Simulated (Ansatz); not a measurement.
# What TaAgS3 (model cell, started as cubic perovskite with Ta in the octahedra) distorts into, part 2 of 3

Wanted: the energy along a soft mode of TaAgS3 (model cell, started as cubic perovskite with Ta in the octahedra) and the structure at the end.

Ansatz 0.2.0; DFT PBE, scalar-relativistic, plane waves, PAW.

So far, highest frequency on the path or at a solved wavevector (cm⁻¹): step 2 (the dispersion) 502. Also lowest frequency on the path (cm⁻¹): step 2 -181.

The structure was built from a prototype and need not be the compound's stable phase.

### Step 5. Energy along the mode, all amplitudes (two of the runs are shown above)

An imaginary frequency means negative curvature, so the energy should fall and then rise again as anharmonic terms take over.

Numbers from this step:

* depth at the lowest point sampled: 144.9 meV/atom
* largest atomic shift at that point: 0.6 Å

Energy from the parent against largest atomic shift:

```
largest atomic shift (Å)  energy from the parent (meV/atom)
                   0.000                                  0
                   0.040                              -1.05
                   0.080                              -4.16
                   0.140                              -12.4
                   0.220                              -29.0
                   0.320                              -56.8
                   0.450                              -98.7
                   0.600                               -145
```

Displacement at unit largest shift by atom:

```csv
atom,x (Å),y (Å),z (Å),size
Ag1,0.000,0.000,0.000,0.000
Ag2,0.000,0.000,0.000,0.000
Ta3,0.000,0.000,0.000,0.000
Ta4,0.000,0.000,0.000,0.000
S5,-0.707,0.707,0.000,1.000
S6,0.707,-0.707,0.000,1.000
S7,0.000,0.000,0.707,0.707
S8,0.000,0.000,-0.707,0.707
S9,0.000,0.000,-0.707,0.707
S10,0.000,0.000,0.707,0.707
```

The lowest of the steps tried is the last one, at 0.6 Å, 145 meV/atom below the parent; the bottom of the well need not coincide with a step.

### Step 6. Relaxation from the frozen mode

Starting from the lowest point found, all atoms and the cell are let go, so that strain and other modes of the same symmetry can join in.

The input, input.yaml:

```yaml
crystal:
  lattice:
    - [4.8116307016, 4.8116307016, 0.0]
    - [4.8116307016, 0.0, 4.8116307016]
    - [4.8116307016, 0.0, -4.8116307016]
  atoms:
    - { symbol: Ag, position: [0.0, 0.5, 0.5] }
    - { symbol: Ag, position: [0.0, 0.0, 0.0] }
    - { symbol: Ta, position: [0.5, 0.25, 0.75] }
    - { symbol: Ta, position: [0.5, 0.75, 0.25] }
    - { symbol: S, position: [0.5881746948, -0.0881746948, 0.9118253052] }
    - { symbol: S, position: [0.4118253052, 0.5881746948, 0.5881746948] }
    - { symbol: S, position: [0.0, 0.0440873474, 0.4559126526] }
    - { symbol: S, position: [0.0, 0.4559126526, 1.0440873474] }
    - { symbol: S, position: [0.5, 0.4559126526, 1.0440873474] }
    - { symbol: S, position: [0.5, 0.0440873474, 0.4559126526] }
kpoints:
  mp_grid: { grid: [8, 8, 8] }
hamiltonian:
  xc: pbe
scf:
  occupations: { method: methfessel_paxton, width: 0.2 }
output:
  forces: true
  stress: true
  eigenvalues: true
  write_density: true
  write_potential: true
  elf: true
  volumetric_format: npy
relax:
  adjacent_minimum: "off"
  f_tol: 0.002
  max_steps: 120
  cell: { stress_tol: 0.03 }
```

Launch:

```bash
> ansatz run input.yaml --threads 8 --pin off --max-ram 14336MiB --backend cpu --events-out ev --progress --plain --runs-dir out
```

Numbers of over 12 decimals in the logs are rounded to 6 here.

The program printed:

```text
[...]
Crystal: 10 atoms, lattice volume = 222.796 Å³
Basis set: ecut = 420 eV, 4285 PW (Γ), exchange–correlation on 96×96×96 points (8 copies of the dense FFT grid, shifted against one another)
Bands: 60, of which v1, the nominal top of the filled ones, is band 50 counted from 1 (49 counted from 0)
Symmetry: 8 space group operations
[...]
k-points: 95 of 512
[...]
SCF iter   1: F=—  HF=-40461.896397 eV  |F-HF|=—  |Δ(HF+E_count)|=         —  Δρ=2.78e-3  dr2=8.81e-3  ethr=1.77e-3  ⟨swp⟩=5.9  Hψ=20439  notcnv=0
[...]
SCF iter   7: F=-40461.898149 eV  HF=-40461.898149 eV  |F-HF|=1.67e-8  |Δ(HF+E_count)|=   1.91e-7  S|Δr|=    0.00e0  Δρ=4.03e-6  dr2=6.37e-8  ethr=1.00e-10  ⟨swp⟩=11.0  Hψ=40132  notcnv=0
SCF 1 converged in 7 iterations: F = -40461.898149 eV  dr2 = 6.37e-8
[...]
relax step   1: F+E_penalty+E_count = -40461.89814916 eV  Δ(F+E_penalty+E_count) = +0.000e0 eV  max|allowed force component| = 4.981e-1 eV/Å  Δτ_max = 0.0000 Å  P = -4.385 GPa  Ω = 222.796 Å³  (7 SCF iters, dr2 threshold 1.00e-7 eV, accepted)
Crystal: 10 atoms, lattice volume = 205.698 Å³
Basis set: ecut = 420 eV, 3991 PW (Γ), exchange–correlation on 96×96×96 points (8 copies of the dense FFT grid, shifted against one another)
[...]
SCF iter   7: F=-40462.808064 eV  HF=-40462.808064 eV  |F-HF|=9.56e-8  |Δ(HF+E_count)|=   1.67e-6  S|Δr|=    0.00e0  Δρ=8.58e-6  dr2=3.81e-7  ethr=1.00e-9  ⟨swp⟩=11.6  Hψ=42726  notcnv=0
SCF 2 converged in 7 iterations: F = -40462.808064 eV  dr2 = 3.81e-7
relax step   2: F+E_penalty+E_count = -40462.80806420 eV  Δ(F+E_penalty+E_count) = -9.099e-1 eV  max|allowed force component| = 4.380e-1 eV/Å  Δτ_max = 0.1924 Å  P = -0.239 GPa  Ω = 205.698 Å³  energy of the carried Pulay correction = +2.985e-3 eV  (7 SCF iters, dr2 threshold 1.00e-6 eV, accepted)
Crystal: 10 atoms, lattice volume = 197.384 Å³
Basis set: ecut = 420 eV, 3863 PW (Γ), exchange–correlation on 96×96×96 points (8 copies of the dense FFT grid, shifted against one another)
[...]
SCF iter   7: F=-40463.181471 eV  HF=-40463.181470 eV  |F-HF|=1.37e-7  |Δ(HF+E_count)|=   9.21e-7  S|Δr|=    0.00e0  Δρ=1.09e-5  dr2=3.83e-7  ethr=1.00e-9  ⟨swp⟩=12.7  Hψ=43529  notcnv=0
SCF 3 converged in 7 iterations: F = -40463.181471 eV  dr2 = 3.83e-7
relax step   3: F+E_penalty+E_count = -40463.18147053 eV  Δ(F+E_penalty+E_count) = -3.734e-1 eV  max|allowed force component| = 2.051e-1 eV/Å  Δτ_max = 0.1979 Å  P = +1.469 GPa  Ω = 197.384 Å³  energy of the carried Pulay correction = +4.525e-3 eV  (7 SCF iters, dr2 threshold 1.00e-6 eV, accepted)
[...]
relax step   4: F+E_penalty+E_count = -40463.27000422 eV  Δ(F+E_penalty+E_count) = -8.853e-2 eV  max|allowed force component| = 1.372e-1 eV/Å  Δτ_max = 0.1540 Å  P = +0.333 GPa  Ω = 199.176 Å³  energy of the carried Pulay correction = +4.188e-3 eV  (7 SCF iters, dr2 threshold 1.00e-6 eV, accepted)
[...]
relax step   5: F+E_penalty+E_count = -40463.28032950 eV  Δ(F+E_penalty+E_count) = -1.033e-2 eV  max|allowed force component| = 6.120e-2 eV/Å  Δτ_max = 0.0864 Å  P = +0.188 GPa  Ω = 199.287 Å³  energy of the carried Pulay correction = +4.167e-3 eV  (6 SCF iters, dr2 threshold 1.00e-6 eV, accepted)
[...]
relax step   6: F+E_penalty+E_count = -40463.28371988 eV  Δ(F+E_penalty+E_count) = -3.390e-3 eV  max|allowed force component| = 6.393e-3 eV/Å  Δτ_max = 0.0244 Å  P = -0.006 GPa  Ω = 199.692 Å³  energy of the carried Pulay correction = +4.092e-3 eV  (6 SCF iters, dr2 threshold 3.26e-7 eV, accepted)
[...]
relax step   7: F+E_penalty+E_count = -40463.28373736 eV  Δ(F+E_penalty+E_count) = -1.748e-5 eV  max|allowed force component| = 4.533e-3 eV/Å  Δτ_max = 0.0022 Å  P = -0.014 GPa  Ω = 199.659 Å³  energy of the carried Pulay correction = +4.098e-3 eV  (6 SCF iters, dr2 threshold 2.55e-9 eV, accepted)
[...]
relax step   8: F+E_penalty+E_count = -40463.28375104 eV  Δ(F+E_penalty+E_count) = -1.368e-5 eV  max|allowed force component| = 1.270e-4 eV/Å  Δτ_max = 0.0011 Å  P = -0.000 GPa  Ω = 199.656 Å³  energy of the carried Pulay correction = +4.098e-3 eV  (6 SCF iters, dr2 threshold 1.28e-9 eV, accepted)
Basis set: ecut = 420 eV, 3875 PW (Γ), exchange–correlation on 96×90×90 points (8 copies of the dense FFT grid, shifted against one another)
[...]
SCF iter   6: F=-40463.280868 eV  HF=-40463.280868 eV  |F-HF|=1.46e-11  |Δ(HF+E_count)|=  4.37e-11  S|Δr|=    0.00e0  Δρ=8.97e-8  dr2=3.24e-11  ethr=1.00e-12  ⟨swp⟩=6.9  Hψ=27318  notcnv=0
SCF 9 converged in 6 iterations: F = -40463.280868 eV  dr2 = 3.24e-11
relax step   9: F+E_penalty+E_count = -40463.28086847 eV  Δ(F+E_penalty+E_count) = +2.883e-3 eV  max|allowed force component| = 2.281e-4 eV/Å  Δτ_max = 0.0000 Å  P = -0.007 GPa  Ω = 199.656 Å³  stress off target by 1.42e-2 GPa  SCF on the basis re-selected at this cell (its energy is not comparable with the rows above)  (6 SCF iters)
basis re-selected at this cell: Δ(F+E_penalty+E_count) = +2.883e-3 eV, ΔP = -0.007 GPa vs the last step (what re-selecting the basis moved, of the pressure what is left beyond the Pulay correction that the steps carried, after the strain that the cell walked since its last selection, with what the two solves' SCF thresholds leave and, on support functions, any second-order correction that the steps lacked; it is no measure of the basis error at this ecutwfc). The dense FFT grid was sized anew with the basis: this SCF ran on 48×45×45 points, the steps before it on 48×48×48, so part of this shift can come from that change (see relax.cell in the input reference). [rest of the remark cut]
SCF converged after 6 iterations
[...]
Free energy (F): -40463.280868 eV
[...]
Internal energy: -40463.285797 eV  (E = F + TS)
E sigma→0 (E₀):  -40463.282100 eV
Entropy (-TS):   0.004928 eV (0.493 meV/atom)
Fermi energy:    9.697789 eV
[...]
--- Forces (eV/Å), atoms counted from 1 ---
  atom   1  Ag    -0.00022806     0.00022806     0.00000000
  atom   2  Ag     0.00022806    -0.00022806     0.00000000
  atom   3  Ta    -0.00000000     0.00000000     0.00000000
  atom   4  Ta    -0.00000000     0.00000000     0.00000000
  atom   5  S      0.00009302    -0.00009302     0.00000000
  atom   6  S     -0.00009302     0.00009302     0.00000000
  atom   7  S      0.00000000     0.00000000    -0.00002181
  atom   8  S      0.00000000     0.00000000     0.00002181
  atom   9  S      0.00000000     0.00000000     0.00002181
  atom  10  S     -0.00000000     0.00000000    -0.00002181
  max |Σ_I F_I| component: 8.67e-19 eV/Å
--- Stress (GPa, compression-positive) ---
       -0.005890       0.008295       0.000000
        0.008295      -0.005890       0.000000
        0.000000       0.000000      -0.009758
  P = ⅓ Tr σ = -0.0072 GPa (-0.072 kbar)
--- Band table (eV; the first three rows and the last of 95) ---
  k-point 0: bands = [... 46 lower, 9.2136, 9.3250, 9.3379, 9.4002, 9.4326, 9.7002, 10.6736, 10.7397, ... 6 higher]
  k-point 1: bands = [... 46 lower, 8.8437, 9.0483, 9.1903, 9.6262, 9.6796, 9.9730, 10.6243, 10.9286, ... 6 higher]
  k-point 2: bands = [... 46 lower, 8.6306, 8.6762, 9.2248, 9.8223, 9.9123, 10.2175, 10.6442, 11.2469, ... 6 higher]
  k-point 94: bands = [... 46 lower, 8.4313, 8.4313, 8.9556, 8.9556, 10.4103, 10.4103, 11.0712, 11.0712, ... 6 higher]
--- Relaxed structure (8 steps of the walk, 8 accepted, 1 SCFs on fresh bases) ---
  F+E_penalty+E_count = -40463.28086847 eV   max|allowed force component| = 2.281e-4 eV/Å   (the final SCF, on the basis selected at the relaxed cell)
  cell:  # Å, volume = 199.6556 Å³
    - [5.013521, 5.013521, 0.0]
    - [4.685366, 0.328155, 4.569831]
    - [4.685366, 0.328155, -4.569831]
  atoms:
    - { symbol: Ag, position: [0.063852, 0.436148, 0.436148] }
    - { symbol: Ag, position: [-0.063852, 0.063852, 0.063852] }
    - { symbol: Ta, position: [0.5, 0.25, 0.75] }
    - { symbol: Ta, position: [0.5, 0.750000, 0.250000] }
    - { symbol: S, position: [0.654872, -0.154872, 0.845128] }
    - { symbol: S, position: [0.345128, 0.654872, 0.654872] }
    - { symbol: S, position: [0.0, 0.071768, 0.428232] }
    - { symbol: S, position: [1.3877787807814457e-17, 0.428232, 1.071768] }
    - { symbol: S, position: [0.5, 0.428232, 1.071768] }
    - { symbol: S, position: [0.5, 0.071768, 0.428232] }
```

Elapsed: 2.9 min, on 8 threads of Arm Neoverse N1, shared host; peak memory 1.6 GiB; 22 min of CPU time.

Step by step:

```csv
step,energy less that of the first step (eV),largest force component (eV/Å),pressure (GPa),volume (Å³)
1,0.0000,0.4981,-4.39,222.80
2,-0.9099,0.4380,-0.24,205.70
3,-1.2833,0.2051,1.47,197.38
4,-1.3719,0.1372,0.33,199.18
5,-1.3822,0.0612,0.19,199.29
6,-1.3856,0.0064,-0.01,199.69
7,-1.3856,0.0045,-0.01,199.66
8,-1.3856,0.0001,0.00,199.66
9*,-1.3827,0.0002,-0.01,199.66
```

Relaxation steps marked * repeat the geometry before them on a plane-wave basis chosen anew for their cell, so energy and pressure can jump there.

The run keeps the 8 symmetry operations that it works with, so distortions that break them were not tested.

| conventional cell, symmetrised | before | after | change |
| --- | --- | --- | --- |
| a (Å) | 6.805 | 7.090 | +4.2 % |
| b (Å) | 9.623 | 9.140 | -5.0 % |
| c (Å) | 6.805 | 6.162 | -9.4 % |
| volume (Å³/atom) | 22.28 | 19.97 | -10.4 % |

The atoms that moved most (Å, as changes of fractional coordinates times the final cell):

| atom | dx | dy | dz | length |
| --- | --- | --- | --- | --- |
| S6 | 0.291 | -0.291 | 0.000 | 0.411 |
| S5 | -0.291 | 0.291 | 0.000 | 0.411 |
| Ag1 | -0.278 | 0.278 | 0.000 | 0.393 |
| Ag2 | 0.278 | -0.278 | 0.000 | 0.393 |
| S8 | 0.000 | 0.000 | -0.253 | 0.253 |
| S9 | 0.000 | 0.000 | -0.253 | 0.253 |
| S10 | 0.000 | 0.000 | 0.253 | 0.253 |
| S7 | 0.000 | 0.000 | 0.253 | 0.253 |

This step gave:

```yaml
pressure: -0.007180 GPa
volume_per_atom: 19.97 Å³
```

ELF in the bc plane of the conventional cell at fractional x = 0.500, with atoms of Ag and Ta and S within 0.2 Å of it. It is the smooth field of the valence electrons, not physical close to the nuclei.

Ten even steps from '_' (0.01) to '@' (0.84), each cell a mean:
```
==##++::==******++::--##**==##++==%%@@%%@@@@**--##**
##**::................==####**--**@@%%--++@@%%--==##
--::......________......::--::::##@@**__::%%@@==..::
..............................::##@@%%++**@@%%==....
..........::----::..............==%%@@@@@@%%**::....
__......::++**++==........______::==++****==--..____
____..::==##%%%%++--..__________....::::::::..______
____..::==##@@%%**--..__________..::==++++--::..____
______::==**##**++::..________..::==**%%##++--..____
______..::------::..__________..::==##@@%%**--..____
______..::::----::..__________....--**####++::..____
..__..--**%%%%%%##==..____........::--====--........
....::++%%@@@@@@@@##--................::::..........
....::##@@**::==%%%%==..............______..........
++--::##@@**..--@@@@==::++++--......______......::++
####==++@@@@**##@@##--**######==..::--------..::**##
::##**--##@@@@@@@@++==##==::##**::++%%%%%%##----##==
```
Columns run along b (9.1 Å), rows up along c (6.2 Å), edges of the conventional cell, whose origin can differ from the input's. Atoms in or near the plane, at fractional coordinates: Ag at (0.75, 0.44), Ag at (0.25, 0.56), Ta at (0.50, 0.00), Ta at (0.00, 0.00), S at (0.75, 0.85), S at (0.25, 0.15).

Valence density in the bc plane of the conventional cell at fractional x = 0.500, with atoms of Ag and Ta and S within 0.2 Å of it. It is the smooth field of the valence electrons, not physical close to the nuclei.

Ten steps, logarithmic in the rise over the least value, from '_' (0 e/Å³) to '@' (19 e/Å³), each cell a mean:
```
****==::............--++******==::----------::--++**
**++::..__________....==++**++--::--==----==--::==++
--::..______________..::----::..::----..--==--::::--
......____......____............::--==------::......
______....::----::....__________..::------::..______
______..--**##**==::..____________..::::::....______
______::++%%@@@@**--..____________..::----::..______
______::++%%@@@@##--..__________..--++****==..______
______..==##%%##++::____________..++%%@@%%**--..____
________::--++==--..____________::++%%@@@@##--..____
________..::::::..______________..==##%%%%**::..____
________..::----::..____________..::==++++--....____
______..::--====--::..______..........::::..........
......::----::----::............______________......
==--::::--==::--==--::--====--::..____________..::==
****==::--==--==------++******--..............::++**
****++::::------::::--********==::::::::::::::--****
```
Columns run along b (9.1 Å), rows up along c (6.2 Å), edges of the conventional cell, whose origin can differ from the input's. Atoms in or near the plane, at fractional coordinates: Ag at (0.75, 0.44), Ag at (0.25, 0.56), Ta at (0.50, 0.00), Ta at (0.00, 0.00), S at (0.75, 0.85), S at (0.25, 0.15).

Electrostatic potential energy in the bc plane of the conventional cell at fractional x = 0.500, with atoms of Ag and Ta and S within 0.2 Å of it. With pseudopotentials it is smooth inside the atoms' cores, unlike the true potential.

Values in eV, 9 rows by 16 columns, each cell a mean:
```
-41 -15   7  12  12  10  -6 -36 -41 -15   2 -17 -20  -2  -6 -36
 -2   6  11  12  12  12   8   0  -2   6   0 -25 -23  -9   7   0
 12  12   9  -2  -4   6  12  12  12  13  10  -2  -6   7  13  12
 14  12  -1 -26 -29  -9  11  14  14  14  11   2   0   8  13  14
 14  13   3 -19 -23  -4  11  14  14  12   0 -24 -27  -8  11  14
 14  14  12   6   4  10  13  14  14  12   1 -22 -26  -7  11  14
 11  12   8 -10 -14   4  12  11  11  11  10   4   2   9  11  11
-10   2  -1 -25 -23 -10   5  -7 -10   2  10  13  13  11   5  -7
-46 -19   3 -10 -13   2  -9 -42 -46 -19   6  10  10   9  -9 -42
```
Columns run along b (9.1 Å; values clipped at the 3rd and 97th percentile), rows up along c (6.2 Å), edges of the conventional cell, whose origin can differ from the input's. Atoms in or near the plane, at fractional coordinates: Ag at (0.75, 0.44), Ag at (0.25, 0.56), Ta at (0.50, 0.00), Ta at (0.00, 0.00), S at (0.75, 0.85), S at (0.25, 0.15).

The distorted start has space group Imma; the relaxation ends in Imma.

### Step 7. The new phase in its own primitive cell

The relaxed structure is symmetrised, reduced to its primitive cell and relaxed tightly, as its phonons need.

The input, input.yaml:

```yaml
crystal:
  lattice:
    - [-3.5450949436, 4.5698308804, 3.0810133505]
    - [3.5450949436, -4.5698308804, 3.0810133505]
    - [3.5450949436, 4.5698308804, -3.0810133505]
  atoms:
    - { symbol: Ag, position: [0.1861478619, 0.9361478619, 0.25] }
    - { symbol: Ag, position: [0.8138521381, 0.0638521381, 0.75] }
    - { symbol: Ta, position: [0.5, 0.5, 0.0] }
    - { symbol: Ta, position: [0.0, 0.5, 0.5] }
    - { symbol: S, position: [0.5951277036, 0.3451277036, 0.25] }
    - { symbol: S, position: [0.4048722964, 0.6548722964, 0.75] }
    - { symbol: S, position: [0.1782318521, 0.0, 0.6782318521] }
    - { symbol: S, position: [0.8217681479, 0.0, 0.3217681479] }
    - { symbol: S, position: [0.8217681479, 0.5, 0.8217681479] }
    - { symbol: S, position: [0.1782318521, 0.5, 0.1782318521] }
kpoints:
  mp_grid: { grid: [8, 8, 8] }
hamiltonian:
  xc: pbe
scf:
  occupations: { method: methfessel_paxton, width: 0.2 }
output:
  forces: true
  stress: true
  eigenvalues: true
relax:
  adjacent_minimum: "off"
  f_tol: 0.001
  max_steps: 60
  cell: { stress_tol: 0.01 }
```

The program printed:

```text
[...]
Crystal: 10 atoms, lattice volume = 199.656 Å³
Basis set: ecut = 420 eV, 3875 PW (Γ), exchange–correlation on 90×90×90 points (8 copies of the dense FFT grid, shifted against one another)
Bands: 60, of which v1, the nominal top of the filled ones, is band 50 counted from 1 (49 counted from 0)
Symmetry: 8 space group operations
[...]
k-points: 95 of 512
[...]
- { symbol: Ta, position: [0.500000, 0.500000, 0] }
    - { symbol: Ta, position: [0, 0.500000, 0.500000] }
    - { symbol: S, position: [0.595120, 0.345120, 0.25] }
    - { symbol: S, position: [0.404880, 0.654880, 0.750000] }
    - { symbol: S, position: [0.178240, -5.551115123125783e-17, 0.678240] }
    - { symbol: S, position: [0.821760, 5.551115123125783e-17, 0.321760] }
    - { symbol: S, position: [0.821760, 0.500000, 0.821760] }
    - { symbol: S, position: [0.178240, 0.500000, 0.178240] }
[key lines of the parts left out:]
SCF converged after 7 iterations
Free energy (F): -40463.280872 eV
Fermi energy:    9.699300 eV
P = ⅓ Tr σ = 0.0013 GPa (0.013 kbar)
```

Wall time 48 s (8 threads); peak memory 1.4 GiB; 6.2 min of CPU time.

Little changed from the start: no atom moved by 0.005 Å and no cell edge by 0.1 %.

Numbers from this step:

```
pressure        : 0.001288 GPa
volume per atom : 19.96 Å³
```

The largest force component left is 0.69 meV/Å and the pressure is 0.001 GPa, within the tolerances set. The cell now holds 19.96 Å³/atom.

(Continued in part 3 of 3.)

[Logs are printed without paths, hosts, clocks, repeated set-up lines and the standing remarks that a program may print on its own settings, such as how far it seeks lower states.]

[Hosts, paths, dates, database ids (printed as entryN), source tags and the programs' standing remarks are cut or masked in the printed files.]
